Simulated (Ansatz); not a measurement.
# F on Ru(0001): change of the work function, part 2 of 4

Wanted: Δφ(θ) for F/Ru(0001), starting from the fcc site.

Ansatz 0.2.0; plane-wave DFT, PBE, Ansatz PAW (set soft_1); PAW set soft_1.

So far, work function, upper face (eV): step 2 (the clean slab) 5.05.

## 3. Adsorbate added, k-mesh 4×4×1, coverage 0.111 ML

System of this step: F/Ru(0001). The cell holds 37 atoms: 36 Ru and 1 F. Cell: a = 8.100 Å, b = 8.100 Å, c = 25.775 Å, α = 90.0°, β = 90.0°, γ = 60.0°. Vacuum lies along c.

The clean slab as it ended is repeated in the plane and the adsorbate is set on one face; the cell's size fixes the coverage, and the k-mesh shrinks with it to keep the sampling density about even. Adsorbate and upper layers relax, since the dipole depends on the height.

input.yaml reads:

```yaml
crystal:
  lattice:
    - [8.1, 0.0, 0.0]
    - [4.05, 7.0148057706, 0.0]
    - [0.0, 0.0, 25.774763306]
  atoms:
    - { symbol: Ru, position: [0.2222222222, 0.2222222222, 0.3491787642] }
    - { symbol: Ru, position: [0.0, 0.0, 0.4321436387] }
    - { symbol: Ru, position: [0.2222222222, 0.2222222222, 0.5158555793] }
    - { symbol: Ru, position: [0.0, 0.0, 0.5967564375] }
    - { symbol: Ru, position: [0.2222222222, 0.5555555556, 0.3491787642] }
    - { symbol: Ru, position: [0.0, 0.3333333333, 0.4321436387] }
    - { symbol: Ru, position: [0.2222222222, 0.5555555556, 0.5158555793] }
    - { symbol: Ru, position: [0.0, 0.3333333333, 0.5967564375] }
    - { symbol: Ru, position: [0.2222222222, 0.8888888889, 0.3491787642] }
    - { symbol: Ru, position: [0.0, 0.6666666667, 0.4321436387] }
    - { symbol: Ru, position: [0.2222222222, 0.8888888889, 0.5158555793] }
    - { symbol: Ru, position: [0.0, 0.6666666667, 0.5967564375] }
    - { symbol: Ru, position: [0.5555555556, 0.2222222222, 0.3491787642] }
    - { symbol: Ru, position: [0.3333333333, 0.0, 0.4321436387] }
    - { symbol: Ru, position: [0.5555555556, 0.2222222222, 0.5158555793] }
    - { symbol: Ru, position: [0.3333333333, 0.0, 0.5967564375] }
    - { symbol: Ru, position: [0.5555555556, 0.5555555556, 0.3491787642] }
    - { symbol: Ru, position: [0.3333333333, 0.3333333333, 0.4321436387] }
    - { symbol: Ru, position: [0.5555555556, 0.5555555556, 0.5158555793] }
    - { symbol: Ru, position: [0.3333333333, 0.3333333333, 0.5967564375] }
    - { symbol: Ru, position: [0.5555555556, 0.8888888889, 0.3491787642] }
    - { symbol: Ru, position: [0.3333333333, 0.6666666667, 0.4321436387] }
    - { symbol: Ru, position: [0.5555555556, 0.8888888889, 0.5158555793] }
    - { symbol: Ru, position: [0.3333333333, 0.6666666667, 0.5967564375] }
    - { symbol: Ru, position: [0.8888888889, 0.2222222222, 0.3491787642] }
    - { symbol: Ru, position: [0.6666666667, 0.0, 0.4321436387] }
    - { symbol: Ru, position: [0.8888888889, 0.2222222222, 0.5158555793] }
    - { symbol: Ru, position: [0.6666666667, 0.0, 0.5967564375] }
    - { symbol: Ru, position: [0.8888888889, 0.5555555556, 0.3491787642] }
    - { symbol: Ru, position: [0.6666666667, 0.3333333333, 0.4321436387] }
    - { symbol: Ru, position: [0.8888888889, 0.5555555556, 0.5158555793] }
    - { symbol: Ru, position: [0.6666666667, 0.3333333333, 0.5967564375] }
    - { symbol: Ru, position: [0.8888888889, 0.8888888889, 0.3491787642] }
    - { symbol: Ru, position: [0.6666666667, 0.6666666667, 0.4321436387] }
    - { symbol: Ru, position: [0.8888888889, 0.8888888889, 0.5158555793] }
    - { symbol: Ru, position: [0.6666666667, 0.6666666667, 0.5967564375] }
    - { symbol: F, position: [0.1111111111, 0.1111111111, 0.6508212358] }
kpoints:
  mp_grid: { grid: [4, 4, 1] }
hamiltonian:
  xc: pbe
  pseudopotentials: { kind: paw, azcp: { folder: soft_1 } }
scf:
  occupations: { method: fermi_dirac, width: 0.1 }
  convergence: { dr2_threshold: 1.0e-08 }
efield:
  axis: 3
  dipole_correction: true
  ramp_position: 0.97
  ramp_width: 0.06
relax:
  f_tol: 0.02
  max_steps: 60
  constraints:
    - { sites: [0, 1, 4, 5, 8, 9, 12, 13, 16, 17, 20, 21, 24, 25, 28, 29, 32, 33] }
output:
  write_potential: true
  write_density: true
  volumetric_format: npy
```

On the command line:

```bash
$ ansatz run input.yaml --threads 4 --pin off --max-ram 16384MiB --backend cpu --events-out ev --progress --plain --runs-dir out
```

Numbers of over 12 decimals in the logs are rounded to 6 here.

What it wrote:

```text
[...]
Crystal: 37 atoms, lattice volume = 1464.520 Å³
Basis set: ecut = 420 eV, 28581 PW (Γ), exchange–correlation on 120×120×360 points (8 copies of the dense FFT grid, shifted against one another)
Bands: 350, of which v1, the nominal top of the filled ones, is band 292 counted from 1 (291 counted from 0)
Symmetry: 6 space group operations
[...]
k-points: 4 of 16 (time reversal used)
[...]
SCF iter   1: F=—  HF=-212447.832319 eV  |F-HF|=—  |Δ(HF+E_count)|=         —  Δρ=6.81e-2  dr2=9.44e1  ethr=3.10e-3  p=-0.000 e·Å  D=-2.97e-7 V/Å  ΔV_dip=0.00 eV  dr2_dipole=2.76e-2  V_vac-E_F(+/−)=5.88/5.88 eV  ⟨swp⟩=8.2  Hψ=6049  notcnv=0
[...]
SCF iter  12: F=-212424.305741 eV  HF=-212424.305741 eV  |F-HF|=3.09e-8  |Δ(HF+E_count)|=   3.86e-8  Δρ=4.47e-7  dr2=3.21e-9  ethr=1.72e-12  p=0.015 e·Å  D=1.87e-3 V/Å  ΔV_dip=-0.05 eV  dr2_dipole=2.23e-13  V_vac-E_F(+/−)=5.02/5.07 eV  ⟨swp⟩=10.0  Hψ=10369  notcnv=0
SCF 1 converged in 12 iterations: F = -212424.305741 eV  dr2 = 3.21e-9
[...]
relax step   1: F+E_penalty+E_count = -212424.30574077 eV  Δ(F+E_penalty+E_count) = +0.000e0 eV  max|allowed force component| = 3.047e0 eV/Å  Δτ_max = 0.0000 Å  (12 SCF iters, accepted)
[...]
SCF iter   9: F=-212424.629677 eV  HF=-212424.629677 eV  |F-HF|=7.92e-8  |Δ(HF+E_count)|=   1.20e-7  Δρ=5.94e-7  dr2=6.45e-9  ethr=1.72e-12  p=-0.029 e·Å  D=-3.59e-3 V/Å  ΔV_dip=0.09 eV  dr2_dipole=2.15e-10  V_vac-E_F(+/−)=5.16/5.07 eV  ⟨swp⟩=10.5  Hψ=10650  notcnv=0
SCF 2 converged in 9 iterations: F = -212424.629677 eV  dr2 = 6.45e-9
[...]
relax step   2: F+E_penalty+E_count = -212424.62967714 eV  Δ(F+E_penalty+E_count) = -3.239e-1 eV  max|allowed force component| = 1.043e0 eV/Å  Δτ_max = 0.1840 Å  (9 SCF iters, accepted)
SCF iter   1: F=—  HF=-212424.697799 eV  |F-HF|=—  |Δ(HF+E_count)|=         —  Δρ=3.43e-3  dr2=2.39e-1  ethr=3.45e-4  p=-0.029 e·Å  D=-3.59e-3 V/Å  ΔV_dip=0.09 eV  dr2_dipole=1.62e-2  V_vac-E_F(+/−)=5.17/5.07 eV  ⟨swp⟩=4.8  Hψ=3486  notcnv=0  defer=2
[...]
SCF iter  10: F=-212424.646530 eV  HF=-212424.646530 eV  |F-HF|=1.88e-8  |Δ(HF+E_count)|=   2.32e-7  Δρ=3.00e-7  dr2=3.73e-9  ethr=1.72e-12  p=-0.101 e·Å  D=-1.25e-2 V/Å  ΔV_dip=0.32 eV  dr2_dipole=3.96e-12  V_vac-E_F(+/−)=5.38/5.06 eV  ⟨swp⟩=10.0  Hψ=9462  notcnv=0
SCF 3 converged in 10 iterations: F = -212424.646530 eV  dr2 = 3.73e-9
relax step   3: F+E_penalty+E_count = -212424.64652988 eV  Δ(F+E_penalty+E_count) = -1.685e-2 eV  max|allowed force component| = 5.983e-1 eV/Å  Δτ_max = 0.1380 Å  (10 SCF iters, accepted)
[...]
relax step   4: F+E_penalty+E_count = -212424.70081633 eV  Δ(F+E_penalty+E_count) = -5.429e-2 eV  max|allowed force component| = 1.702e-1 eV/Å  Δτ_max = 0.0707 Å  (9 SCF iters, accepted)
SCF iter   1: F=—  HF=-212424.701848 eV  |F-HF|=—  |Δ(HF+E_count)|=         —  Δρ=3.70e-4  dr2=3.27e-3  ethr=5.73e-6  p=-0.062 e·Å  D=-7.61e-3 V/Å  ΔV_dip=0.20 eV  dr2_dipole=6.33e-4  V_vac-E_F(+/−)=5.26/5.06 eV  ⟨swp⟩=3.0  Hψ=2594  notcnv=0  defer=2
[...]
SCF iter   7: F=-212424.702665 eV  HF=-212424.702665 eV  |F-HF|=5.45e-8  |Δ(HF+E_count)|=   9.09e-8  Δρ=5.63e-7  dr2=6.48e-9  ethr=1.72e-12  p=-0.069 e·Å  D=-8.55e-3 V/Å  ΔV_dip=0.22 eV  dr2_dipole=2.80e-10  V_vac-E_F(+/−)=5.28/5.06 eV  ⟨swp⟩=7.8  Hψ=10858  notcnv=0
SCF 5 converged in 7 iterations: F = -212424.702665 eV  dr2 = 6.48e-9
relax step   5: F+E_penalty+E_count = -212424.70266505 eV  Δ(F+E_penalty+E_count) = -1.849e-3 eV  max|allowed force component| = 1.631e-2 eV/Å  Δτ_max = 0.0209 Å  (7 SCF iters, accepted)
NSCF: frozen V_eff on 4 k-points
[...]
WARN: The output density's exchange-correlation potential varies sharply where the density is thin. Do not read a vacuum level from v_tot or v_xc, or from such a field of the output density. On a cell that repeats whose density bears no net charge and no dipole along the vacuum's axis use v_es (v_loc + v_h of the components); under efield.dipole_correction with no amplitude use v_es + v_field, which holds any externa [...]
SCF converged after 7 iterations
Free energy (F): -212424.702665 eV
[...]
Internal energy: -212423.291158 eV  (E = F + TS)
E sigma→0 (E₀):  -212423.996912 eV
Entropy (-TS):   -1.411507 eV (-38.149 meV/atom)
Fermi energy:    4.457459 eV
Dipole field:    D = -0.008541 V/Å  (p = -0.069122 e·Å, saw-weighted, corrected)
Work function:   Φ+ = 5.2833 eV   Φ− = 5.0631 eV
[...]
--- Forces (eV/Å), atoms counted from 1 ---
  atom   1  Ru    -0.01350662    -0.00779805     0.45742648
  atom   2  Ru    -0.08788128    -0.05073828    -0.43737415
  atom   3  Ru     0.00034228     0.00019762     0.00084564
  atom   4  Ru    -0.01412771    -0.00815664    -0.00381687
  atom   5  Ru    -0.04469638     0.02580547     0.47241571
  atom   6  Ru    -0.00000000     0.10147656    -0.43737415
  atom   7  Ru    -0.00000527     0.00000304    -0.00201412
  atom   8  Ru    -0.00000000     0.01631327    -0.00381687
  atom   9  Ru     0.00000000     0.01559610     0.45742648
  atom  10  Ru    -0.00998737     0.00576621    -0.50895008
  atom  11  Ru    -0.00000000    -0.00039523     0.00084564
  atom  12  Ru    -0.00054463     0.00031444     0.00490146
  atom  13  Ru     0.00000000    -0.05161093     0.47241571
  atom  14  Ru     0.08788128    -0.05073828    -0.43737415
  atom  15  Ru    -0.00000000    -0.00000609    -0.00201412
  atom  16  Ru     0.01412771    -0.00815664    -0.00381687
  atom  17  Ru     0.04469638     0.02580547     0.47241571
  atom  18  Ru     0.00445419     0.00257163    -0.46594223
  atom  19  Ru     0.00000527     0.00000304    -0.00201412
  atom  20  Ru     0.00154707     0.00089320    -0.00021377
  atom  21  Ru     0.00417187    -0.00240863     0.48295180
  atom  22  Ru    -0.00000000    -0.00514325    -0.46594223
  atom  23  Ru     0.00141271    -0.00081563     0.00128813
  atom  24  Ru    -0.00000000    -0.00178641    -0.00021377
  atom  25  Ru     0.01350662    -0.00779805     0.45742648
  atom  26  Ru    -0.00000000    -0.01153242    -0.50895008
  atom  27  Ru    -0.00034228     0.00019762     0.00084564
  atom  28  Ru    -0.00000000    -0.00062888     0.00490146
  atom  29  Ru     0.00000000     0.00481726     0.48295180
  atom  30  Ru    -0.00445419     0.00257163    -0.46594223
  atom  31  Ru     0.00000000     0.00163126     0.00128813
  atom  32  Ru    -0.00154707     0.00089320    -0.00021377
  atom  33  Ru    -0.00417187    -0.00240863     0.48295180
  atom  34  Ru     0.00998737     0.00576621    -0.50895008
  atom  35  Ru    -0.00141271    -0.00081563     0.00128813
  atom  36  Ru     0.00054463     0.00031444     0.00490146
  atom  37  F     -0.00000000     0.00000000    -0.00456065
  max |Σ_I F_I| component: 6.61e-6 eV/Å
--- Band table (eV) ---
  k-point 0: bands = [... 288 lower, 4.7375, 4.7375, 4.7470, 4.7657, 4.7657, 4.7776, 4.8078, 4.8308, ... 54 higher]
  k-point 1: bands = [... 288 lower, 4.3999, 4.4050, 4.4583, 4.4728, 4.5482, 4.5629, 4.6087, 4.6162, ... 54 higher]
  k-point 2: bands = [... 288 lower, 4.1956, 4.2290, 4.3007, 4.4505, 4.4699, 4.5113, 4.6246, 4.6783, ... 54 higher]
  k-point 3: bands = [... 288 lower, 4.1947, 4.2915, 4.2948, 4.3108, 4.4282, 4.4940, 4.5193, 4.5627, ... 54 higher]
--- Relaxed structure (5 steps of the walk, 5 accepted, 0 SCFs on fresh bases) ---
  F+E_penalty+E_count = -212424.70266505 eV   max|allowed force component| = 1.631e-2 eV/Å
  atoms:
    - { symbol: Ru, position: [0.222222, 0.222222, 0.3491787642] }
    - { symbol: Ru, position: [1.1111101403313755e-11, 1.1111101403313757e-11, 0.4321436387] }
    - { symbol: Ru, position: [0.222380, 0.222380, 0.515408] }
    - { symbol: Ru, position: [0.000100621, 0.000100621, 0.596920] }
    - { symbol: Ru, position: [0.222222, 0.555556, 0.3491787642] }
    - { symbol: Ru, position: [1.1111112030448567e-11, 0.333333, 0.4321436387] }
    - { symbol: Ru, position: [0.221938, 0.555698, 0.515805] }
    - { symbol: Ru, position: [0.000100621, 0.333132, 0.596920] }
    - { symbol: Ru, position: [0.222222, 0.888889, 0.3491787642] }
    - { symbol: Ru, position: [-2.2222224060897133e-11, 0.666667, 0.4321436387] }
    - { symbol: Ru, position: [0.222380, 0.888573, 0.515408] }
    - { symbol: Ru, position: [0.000528863, 0.666402, 0.596635] }
    - { symbol: Ru, position: [0.555556, 0.222222, 0.3491787642] }
    - { symbol: Ru, position: [0.333333, 1.1111101403313757e-11, 0.4321436387] }
    - { symbol: Ru, position: [0.555698, 0.221938, 0.515805] }
    - { symbol: Ru, position: [0.333132, 0.000100621, 0.596920] }
    - { symbol: Ru, position: [0.555556, 0.555556, 0.3491787642] }
    - { symbol: Ru, position: [0.333333, 0.333333, 0.4321436387] }
    - { symbol: Ru, position: [0.555698, 0.555698, 0.515805] }
    - { symbol: Ru, position: [0.335255, 0.335255, 0.596429] }
    - { symbol: Ru, position: [0.555556, 0.888889, 0.3491787642] }
    - { symbol: Ru, position: [0.333333, 0.666667, 0.4321436387] }
    - { symbol: Ru, position: [0.555483, 0.888925, 0.516497] }
    - { symbol: Ru, position: [0.335255, 0.662823, 0.596429] }
    - { symbol: Ru, position: [0.888889, 0.222222, 0.3491787642] }
    - { symbol: Ru, position: [0.666667, -2.2222234688031943e-11, 0.4321436387] }
    - { symbol: Ru, position: [0.888573, 0.222380, 0.515408] }
    - { symbol: Ru, position: [0.666402, 0.000528863, 0.596635] }
    - { symbol: Ru, position: [0.888889, 0.555556, 0.3491787642] }
    - { symbol: Ru, position: [0.666667, 0.333333, 0.4321436387] }
    - { symbol: Ru, position: [0.888925, 0.555483, 0.516497] }
    - { symbol: Ru, position: [0.662823, 0.335255, 0.596429] }
    - { symbol: Ru, position: [0.888889, 0.888889, 0.3491787642] }
    - { symbol: Ru, position: [0.666667, 0.666667, 0.4321436387] }
    - { symbol: Ru, position: [0.888925, 0.888925, 0.516497] }
    - { symbol: Ru, position: [0.666402, 0.666402, 0.596635] }
    - { symbol: F, position: [0.111111, 0.111111, 0.661385] }
```

The job ended after 10 min (4 threads of Arm Neoverse V1, shared host; peak memory 8.6 GiB; 29 min of CPU time).

This run has no spin polarisation although its electron count is odd.

The steps of the relaxation:

```tsv
step	energy less that of the first step (eV)	largest force component (eV/Å)
1	0.0000	3.0467
2	-0.3239	1.0428
3	-0.3408	0.5983
4	-0.3951	0.1702
5	-0.3969	0.0163
```

The run keeps the 6 symmetry operations that it works with, so distortions that break them were not tested.

The atoms that moved most (Å):

```tsv
atom	dx	dy	dz	length
F37	0.000	0.000	0.272	0.272
Ru24	0.000	-0.027	-0.008	0.028
Ru32	-0.023	0.013	-0.008	0.028
Ru20	0.023	0.013	-0.008	0.028
Ru35	0.000	0.000	0.017	0.017
Ru31	0.000	-0.001	0.017	0.017
Ru23	0.000	0.000	0.017	0.017
Ru11	0.000	-0.002	-0.012	0.012
```

Final coordinates:

```xyz
37
Lattice="8.1000 0.0000 0.0000 4.0500 7.0148 0.0000 0.0000 0.0000 25.7748" Properties=species:S:1:pos:R:3
Ru    2.7000    1.5588    9.0000
Ru    0.0000    0.0000   11.1384
Ru    2.7019    1.5600   13.2845
Ru    0.0012    0.0007   15.3855
Ru    4.0500    3.8971    9.0000
Ru    1.3500    2.3383   11.1384
Ru    4.0483    3.8981   13.2948
Ru    1.3500    2.3369   15.3855
Ru    5.4000    6.2354    9.0000
Ru    2.7000    4.6765   11.1384
Ru    5.4000    6.2332   13.2845
Ru    2.7032    4.6747   15.3781
Ru    5.4000    1.5588    9.0000
Ru    2.7000    0.0000   11.1384
Ru    5.4000    1.5569   13.2948
Ru    2.6988    0.0007   15.3855
Ru    6.7500    3.8971    9.0000
Ru    4.0500    2.3383   11.1384
Ru    6.7517    3.8981   13.2948
Ru    4.0734    2.3518   15.3728
Ru    8.1000    6.2354    9.0000
Ru    5.4000    4.6765   11.1384
Ru    8.0996    6.2356   13.3126
Ru    5.4000    4.6496   15.3728
Ru    8.1000    1.5588    9.0000
Ru    5.4000    0.0000   11.1384
Ru    8.0981    1.5600   13.2845
Ru    5.4000    0.0037   15.3781
Ru    9.4500    3.8971    9.0000
Ru    6.7500    2.3383   11.1384
Ru    9.4500    3.8966   13.3126
Ru    6.7266    2.3518   15.3728
Ru   10.8000    6.2354    9.0000
Ru    8.1000    4.6765   11.1384
Ru   10.8004    6.2356   13.3126
Ru    8.0968    4.6747   15.3781
F     1.3500    0.7794   17.0470
```

Numbers from this step:

```
energy at zero smearing        : -212423.9969 eV
work function, upper face      : 5.283 eV
work function, lower face      : 5.063 eV
dipole along the normal        : -0.06912 e·Å
step between the vacuum levels : 0.2201 eV
```

Running mean over 2.138 Å of the planar mean; the ramp of the sawtooth is left out. Table of electron's electrostatic potential energy less the Fermi level by z:

```tsv
z (Å)	electron's electrostatic potential energy less the Fermi level (eV)
3.5	5.06
4.0	5.06
4.5	5.06
5.0	5.06
5.5	5.04
6.0	4.97
6.5	4.74
7.0	3.94
7.5	0.674
8.0	-6.19
8.5	-12.2
9.0	-14.1
9.5	-14.4
10.0	-14.5
10.5	-14.6
11.0	-14.7
11.5	-14.7
12.0	-14.5
12.5	-14.5
13.0	-14.7
13.5	-14.9
14.0	-15.3
14.5	-15.4
15.0	-14.8
15.5	-14.1
16.0	-11.5
16.5	-4.89
17.0	1.39
17.5	3.87
18.0	4.70
18.5	5.13
19.0	5.26
19.5	5.28
20.0	5.28
20.5	5.28
21.0	5.28
21.5	5.28
22.0	5.28
22.5	5.28
```

The relaxation took 5 steps and lowered the energy by 0.40 eV; the largest force on the free atoms ends at 0.016 eV/Å.

The covered face has 5.28 eV, +0.24 eV against the clean one; the bare back face has moved by -0.01 eV, a measure of how thin the slab is.

[end of part 2 of 4]

[Logs are printed without paths, hosts, clocks, repeated set-up lines and the standing remarks that a program may print on its own settings, such as how far it seeks lower states.]

[Hosts, paths, dates, database ids (printed as entryN), source tags and the programs' standing remarks are cut or masked in the printed files.]

[Maps of the electrostatic potential energy from Ansatz leave out the sawtooth potential of an applied field or a dipole correction, so their vacuum need not be flat; planar profiles and work functions include it.]
